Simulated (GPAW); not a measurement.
# An In chain with an Ag atom on top of one atom: transmission at several levels

Wanted: the zero-bias transmission of an In chain with an Ag atom on top of one atom on a ladder of levels, with run times.

Method: GPAW LCAO, PAW setups; Landauer transmission from Green's functions with principal layers (ASE), zero bias, in GPAW 26.7.0.

Report form: the programs' logs are mostly left out.

**1. The starting structure**

The cell holds 12 atoms: 11 In and 1 Ag. Cell: a = 9.000 Å, b = 9.000 Å, c = 32.450 Å, α = 90.0°, β = 90.0°, γ = 90.0°. Regions: left lead, 5 atoms (5 In); channel, 2 atoms (1 In and 1 Ag); right lead, 5 atoms (5 In). Vacuum lies along a and b. The structure is stacked along c, and the current runs across the ab planes.

Structure file:

```cif
data_structure
_symmetry_space_group_name_H-M 'P 1'
_symmetry_Int_Tables_number 1
_cell_length_a 9.0000
_cell_length_b 9.0000
_cell_length_c 32.4500
_cell_angle_alpha 90.000
_cell_angle_beta 90.000
_cell_angle_gamma 90.000
_cell_volume 2628.45
loop_
_atom_site_label
_atom_site_type_symbol
_atom_site_fract_x
_atom_site_fract_y
_atom_site_fract_z
_atom_site_occupancy
In1 In 0.50000 0.50000 0.04545 1
In2 In 0.50000 0.50000 0.13636 1
In3 In 0.50000 0.50000 0.22727 1
In4 In 0.50000 0.50000 0.31818 1
In5 In 0.50000 0.50000 0.40909 1
In6 In 0.50000 0.50000 0.50000 1
Ag7 Ag 0.79906 0.50000 0.50000 1
In8 In 0.50000 0.50000 0.59091 1
In9 In 0.50000 0.50000 0.68182 1
In10 In 0.50000 0.50000 0.77273 1
In11 In 0.50000 0.50000 0.86364 1
In12 In 0.50000 0.50000 0.95455 1
```

**2. GPAW, dzp**

Localised orbitals split the wire into layers that couple to their neighbours alone, which is what the Green's function method needs; double zeta with polarisation is the usual level for numbers.

The input, run.py:

```python
import json
import numpy as np
from ase import Atoms
from ase.transport.calculators import TransportCalculator
from gpaw import GPAW, FermiDirac
from gpaw.lcao.tools import get_lcao_hamiltonian
from scipy.linalg import eigh

# The junction with lead layers at both ends, along the third cell vector
device = Atoms(
    ['In', 'In', 'In', 'In', 'In', 'In', 'Ag', 'In', 'In', 'In', 'In', 'In'],
    positions=[
        [4.50000, 4.50000, 1.47500],
        [4.50000, 4.50000, 4.42500],
        [4.50000, 4.50000, 7.37500],
        [4.50000, 4.50000, 10.32500],
        [4.50000, 4.50000, 13.27500],
        [4.50000, 4.50000, 16.22500],
        [7.19150, 4.50000, 16.22500],
        [4.50000, 4.50000, 19.17500],
        [4.50000, 4.50000, 22.12500],
        [4.50000, 4.50000, 25.07500],
        [4.50000, 4.50000, 28.02500],
        [4.50000, 4.50000, 30.97500]],
    cell=[[9.0, 0.0, 0.0], [0.0, 9.0, 0.0], [0.0, 0.0, 32.45]],
    pbc=True)

# One principal layer of the lead: the first 3 atoms of the device
lead = Atoms(
    ['In', 'In', 'In'],
    positions=[
        [4.50000, 4.50000, 1.47500],
        [4.50000, 4.50000, 4.42500],
        [4.50000, 4.50000, 7.37500]],
    cell=[[9.0, 0.0, 0.0], [0.0, 9.0, 0.0], [0.0, 0.0, 8.85]],
    pbc=True)

settings = dict(mode='lcao', basis='dzp', xc='PBE', h=0.2,
                occupations=FermiDirac(0.1), maxiter=250,
                mixer=dict(beta=0.1, nmaxold=8, weight=100.0),
                convergence=dict(density=0.0001))
energies = np.arange(-2, 2 + 1e-9, 0.05)
eta = 0.0001
n1, n2 = 1, 1
# k and -k transmit alike, so half of the mesh across the current serves
mesh = [(i, j) for i in range(n1) for j in range(n2) if (i, j) <= (-i % n1, -j % n2)]
weights = np.array([1 if (i, j) == (-i % n1, -j % n2) else 2 for i, j in mesh]) / (n1 * n2)

# [... helper functions left out ...]
fermi_lead = ground_state(lead, (1, 1, 13), 'lead.txt')
fermi_device = ground_state(device, (1, 1, 3), 'device.txt')
# [... loop over the mesh left out, but for ...]
        # Shift the lead onto the potential of the device's first layer
        shift = ((H[:, 0, 0] - H0[:, 0, 0]) / S0[0, 0]).real.mean()
# [...]
kT = 8.617333e-5 * 500
bias = [0.1, 0.2, 0.5, 1.0, 1.5, 2.0]
# [... integrals and printing left out ...]
```

Run with:

```
$ OMP_NUM_THREADS=1 OPENBLAS_NUM_THREADS=1 python run.py
```

It took 62 s on 1 thread of Arm Neoverse V1, shared host; peak memory 1.1 GiB.

This step gave:

```yaml
conductance: 2.197 G₀
largest_coupling_past_the_next_principal_layer: 1.88e-6 eV
largest_misfit_of_the_first_principal_layer: 0.02447 eV
shift_that_aligns_the_lead: -0.009836 eV
basis_functions_of_the_junction: 280
basis_functions_of_a_principal_layer: 69
transmission_at_the_fermi_level_one_spin: 2.244
```

One spin. Transmission, zone mean against energy, zero at the Fermi level:

```
energy (eV)  transmission, zone mean
     -2.000                    0.974
     -1.800                   1.4e-8
     -1.600                   5.9e-9
     -1.400                   3.3e-8
     -1.200                    0.980
     -1.150                    0.981
     -1.000                    0.936
     -0.800                    0.973
     -0.600                    0.997
     -0.400                    0.999
     -0.200                    0.999
      0.000                     2.24
      0.200                     2.26
      0.350                     2.30
      0.400                     2.29
      0.600                     2.29
      0.800                     2.23
      1.000                     2.10
      1.200                     2.00
      1.400                     2.35
      1.600                     2.72
      1.800                     2.88
      2.000                     2.93
```

Not self-consistent under bias; the bias window is split evenly. The current through one cell, from the zero-bias transmission by bias:

```
bias (V)  current through one cell, from the zero-bias transmission (μA)
   0.100                                                            17.0
   0.200                                                            33.6
   0.500                                                            77.7
   1.000                                                             142
   1.500                                                             205
   2.000                                                             262
```

Table of transmission of the three most open eigenchannels by energy, zero at the Fermi level:

```
energy (eV)  channel 1  channel 2  channel 3
      -2.00      0.974          0          0
      -1.90     1.0e-7          0          0
      -1.80     1.4e-8          0          0
      -1.70     6.5e-9          0          0
      -1.55     6.9e-9          0          0
      -1.45     1.5e-8          0          0
      -1.35     1.2e-7          0          0
      -1.25      0.963          0          0
      -1.15      0.981          0          0
      -1.05      0.968          0          0
      -0.90      0.228          0          0
      -0.80      0.973          0          0
      -0.70      0.993          0          0
      -0.60      0.997          0          0
      -0.50      0.998          0          0
      -0.40      0.999          0          0
      -0.25      0.999    1.4e-10    4.4e-11
      -0.15      0.999      0.930     0.0550
      -0.05      0.999      0.970      0.239
       0.00      0.999      0.952      0.292
       0.05      0.999      0.937      0.320
       0.15      0.999      0.926      0.336
       0.25      0.999      0.933      0.337
       0.40      0.999      0.957      0.332
       0.50      0.999      0.970      0.323
       0.60      0.999      0.981      0.306
       0.70      0.999      0.989      0.280
       0.80      0.999      0.994      0.239
       0.90      0.999      0.996      0.180
       1.05      0.999      0.998     0.0609
       1.15      0.999      0.998    0.00216
       1.25      0.999      0.998     0.0472
       1.35      0.999      0.998      0.234
       1.45      0.999      0.998      0.470
       1.55      0.999      0.998      0.656
       1.70      0.999      0.998      0.819
       1.80      0.999      0.999      0.878
       1.90      0.999      0.999      0.912
       2.00      0.999      0.999      0.936
```

Couplings past the next layer reach 1.9e-6 eV, small enough to drop; the matrix elements of the cell's first layer differ from the bulk lead's by up to 0.024 eV. That layer keeps its own values in the calculation, and only beyond it is the lead taken as perfect. The Fermi levels of lead and junction count from different zeros of potential, one for each periodic cell; with both set to zero, the small remaining shift is what aligns them. By hand: G = 2.197 × 77.48 μS = 170 μS, a resistance of 5.87 kΩ; at 0.1 V a linear junction would pass 17.0 μA, and the integral over the bias window gives 17.0 μA.

**3. Single-zeta polarised basis**

The second zeta is dropped, the polarisation orbitals stay.

run.py, as its differences from that of step 2:

```diff
@@ -37,3 +37,3 @@
 
-settings = dict(mode='lcao', basis='dzp', xc='PBE', h=0.2,
+settings = dict(mode='lcao', basis='szp(dzp)', xc='PBE', h=0.2,
                 occupations=FermiDirac(0.1), maxiter=250,
```

It took 48 s on 1 thread; peak memory 1.1 GiB.

This step gave:

```yaml
conductance: 2.205 G₀
largest_coupling_past_the_next_principal_layer: 1.86e-6 eV
largest_misfit_of_the_first_principal_layer: 0.02381 eV
shift_that_aligns_the_lead: -0.008482 eV
basis_functions_of_the_junction: 169
basis_functions_of_a_principal_layer: 42
transmission_at_the_fermi_level_one_spin: 2.255
```

One spin. The transmission, zone mean by energy, zero at the Fermi level:

energy (eV), transmission, zone mean and a bar:
```
    -2.00       0.00 
    -1.90       0.00 
    -1.80       0.00 
    -1.70       0.00 
    -1.55       0.00 
    -1.45       0.00 
    -1.35       0.00 
    -1.25       0.00 
    -1.15       0.98 ##########
    -1.10       0.98 ##########
    -1.05       0.98 ##########
    -0.90       0.21 ##
    -0.80       0.97 ##########
    -0.70       0.99 ##########
    -0.60       1.00 ##########
    -0.50       1.00 ##########
    -0.40       1.00 ##########
    -0.25       1.00 ##########
    -0.15       1.93 ####################
    -0.05       2.21 #######################
     0.00       2.25 ########################
     0.05       2.27 ########################
     0.15       2.28 ########################
     0.25       2.30 ########################
     0.40       2.32 ########################
     0.50       2.33 ########################
     0.60       2.34 ########################
     0.70       2.33 ########################
     0.80       2.31 ########################
     0.90       2.27 ########################
     1.05       2.18 #######################
     1.15       2.09 ######################
     1.25       2.01 #####################
     1.35       2.01 #####################
     1.45       2.15 ######################
     1.55       2.36 #########################
     1.70       2.63 ############################
     1.80       2.75 #############################
     1.90       2.82 #############################
     2.00       2.87 ##############################
```

Not self-consistent under bias; the bias window is split evenly. Current through one cell, from the zero-bias transmission against bias:

```
bias (V)  current through one cell, from the zero-bias transmission (μA)
   0.100                                                            17.0
   0.200                                                            33.7
   0.500                                                            77.9
   1.000                                                             143
   1.500                                                             207
   2.000                                                             266
```

Table of transmission of the three most open eigenchannels by energy, zero at the Fermi level:

```
energy (eV)  channel 1  channel 2  channel 3
     -1.400     1.3e-8          0          0
     -1.200      0.965          0          0
     -1.000      0.961          0          0
     -0.800      0.970          0          0
     -0.600      0.997          0          0
     -0.400      0.999          0          0
     -0.200      0.999     2.5e-8     3.3e-9
      0.000      0.999      0.941      0.314
      0.200      0.999      0.920      0.369
      0.400      0.999      0.953      0.372
      0.600      0.999      0.980      0.359
      0.800      0.999      0.994      0.316
      1.000      0.999      0.998      0.216
      1.200      0.999      0.998     0.0469
      1.400      0.999      0.998     0.0671
      1.600      0.999      0.998      0.463
      1.800      0.999      0.999      0.748
      2.000      0.999      0.999      0.870
```

The conductance, 2.21 G₀, lies 0.3 % above that of the dzp run.

**4. GPAW, sz: basis = "sz(dzp)"**

The minimal basis is the cheapest rung: no second zeta and no polarisation.

run.py, as its differences from that of step 3:

```diff
@@ -37,3 +37,3 @@
 
-settings = dict(mode='lcao', basis='szp(dzp)', xc='PBE', h=0.2,
+settings = dict(mode='lcao', basis='sz(dzp)', xc='PBE', h=0.2,
                 occupations=FermiDirac(0.1), maxiter=250,
```

The job ended after 32 s (1 thread; peak memory 1 GiB).

This step gave:

| Property | Result |
| --- | --- |
| conductance | 2.254 G₀ |
| largest coupling past the next principal layer | 1.93e-6 eV |
| largest misfit of the first principal layer | 0.03054 eV |
| shift that aligns the lead | -0.02294 eV |
| basis functions of the junction | 111 |
| basis functions of a principal layer | 27 |
| transmission at the Fermi level (one spin) | 2.299 |

The conductance, 2.25 G₀, lies 2.6 % above that of the dzp run.

**5. LDA in the dzp basis: xc = "LDA"**

Back in the dzp basis, the functional changes from PBE to LDA, to set the spread between functionals beside that between bases.

run.py, as its differences from that of step 4:

```diff
@@ -37,3 +37,3 @@
 
-settings = dict(mode='lcao', basis='sz(dzp)', xc='PBE', h=0.2,
+settings = dict(mode='lcao', basis='dzp', xc='LDA', h=0.2,
                 occupations=FermiDirac(0.1), maxiter=250,
```

The job ended after 50 s (1 thread; peak memory 1.2 GiB).

Numbers from this step:

```
conductance                                    : 2.188 G₀
largest coupling past the next principal layer : 1.90e-6 eV
largest misfit of the first principal layer    : 0.02394 eV
shift that aligns the lead                     : -0.001828 eV
basis functions of the junction                : 280
basis functions of a principal layer           : 69
transmission at the Fermi level (one spin)     : 2.235
```

The conductance, 2.19 G₀, lies 0.4 % below that of the dzp run.

**6. The ladder**

Times are for 1 thread of Arm Neoverse V1, shared host. Results by setting:

```
no.      run  conductance (G₀)  time  memory (GiB)
  1      dzp             2.197  62 s           1.1
  2      szp             2.205  48 s           1.1
  3       sz             2.254  32 s           1.0
  4  dzp LDA             2.188  50 s           1.2
```

**7. Comparison**

The curves are compared point by point over the common energies.

This step: comparison of transmission and cost over codes and levels (GPAW 26.7.0).

Ladder, by row:

```
   step  code  T at the Fermi level (sum over the listed spins)  conductance (G0)  r.m.s. T(E) from the first  wall time (s)  peak memory (GiB)  threads
    dzp  GPAW                                             2.244             2.197                           0          62.15               1.15        1
    szp  GPAW                                             2.255             2.205                      0.1816          47.97               1.13        1
     sz  GPAW                                             2.299             2.254                      0.1964          31.83               1.04        1
dzp-LDA  GPAW                                             2.235             2.188                      0.1394          50.43               1.16        1
```

Transmission, zone mean, sum over the listed spins against energy, zero at the Fermi level:

```
energy (eV)     dzp     szp      sz  dzp-LDA
    -2.0000   0.974  4.5e-8   0.998   4.9e-8
    -1.7500  8.6e-9  2.6e-9  4.6e-8   2.9e-9
    -1.5000  9.4e-9  4.2e-9  1.3e-8   6.3e-9
    -1.2500   0.963  9.4e-6   0.936    0.948
    -1.1500   0.981   0.978   0.979    0.976
    -1.1000   0.978   0.980   0.973    0.972
    -1.0000   0.936   0.961   0.904    0.907
    -0.7500   0.988   0.988   0.984    0.992
    -0.5000   0.998   0.999   0.998    0.999
    -0.2500   0.999   0.999   0.999    0.999
     0.0000    2.24    2.25    2.30     2.23
     0.2500    2.27    2.30    2.32     2.27
     0.3500    2.30    2.32    2.34     2.21
     0.5000    2.29    2.33    2.36     2.28
     0.7500    2.25    2.32    2.33     2.26
     1.0000    2.10    2.21    2.22     2.14
     1.2500    2.04    2.01    2.02     2.00
     1.5000    2.57    2.25    2.22     2.37
     1.7500    2.85    2.69    2.67     2.75
     2.0000    2.93    2.87    2.85     2.89
```

**8. SCF mesh 1×1×1, functional PBEsol, grid spacing 0.14**

The SCF mesh sets the Fermi level of the repeated cell. The functional moves levels against the Fermi level. The real-space grid carries density and potential; a coarse one breaks translation symmetry along the lead and scatters electrons that should pass.

This step: GPAW LCAO, PAW setups; Landauer transmission from Green's functions with principal layers (ASE), zero bias (GPAW 26.7.0).

run.py, as its differences from that of step 5:

```diff
@@ -37,3 +37,3 @@
 
-settings = dict(mode='lcao', basis='dzp', xc='LDA', h=0.2,
+settings = dict(mode='lcao', basis='dzp', xc='PBEsol', h=0.14,
                 occupations=FermiDirac(0.1), maxiter=250,
@@ -50,3 +50,3 @@
 fermi_lead = ground_state(lead, (1, 1, 13), 'lead.txt')
-fermi_device = ground_state(device, (1, 1, 3), 'device.txt')
+fermi_device = ground_state(device, (1, 1, 1), 'device.txt')
 # [... loop over the mesh left out, but for ...]
```

The job ended after 0.87 s (1 thread; peak memory 0.1 GiB).

The input was rejected at the start.

The program's message: “FileNotFoundError: Could not find required PAW dataset file "In.PBEsol".”

(Continued in part 2 of 2.)

[Logs are printed without paths, hosts, clocks, repeated set-up lines and the standing remarks that a program may print on its own settings, such as how far it seeks lower states.]

[Hosts, paths, dates, database ids (printed as entryN), source tags and the programs' standing remarks are cut or masked in the printed files.]
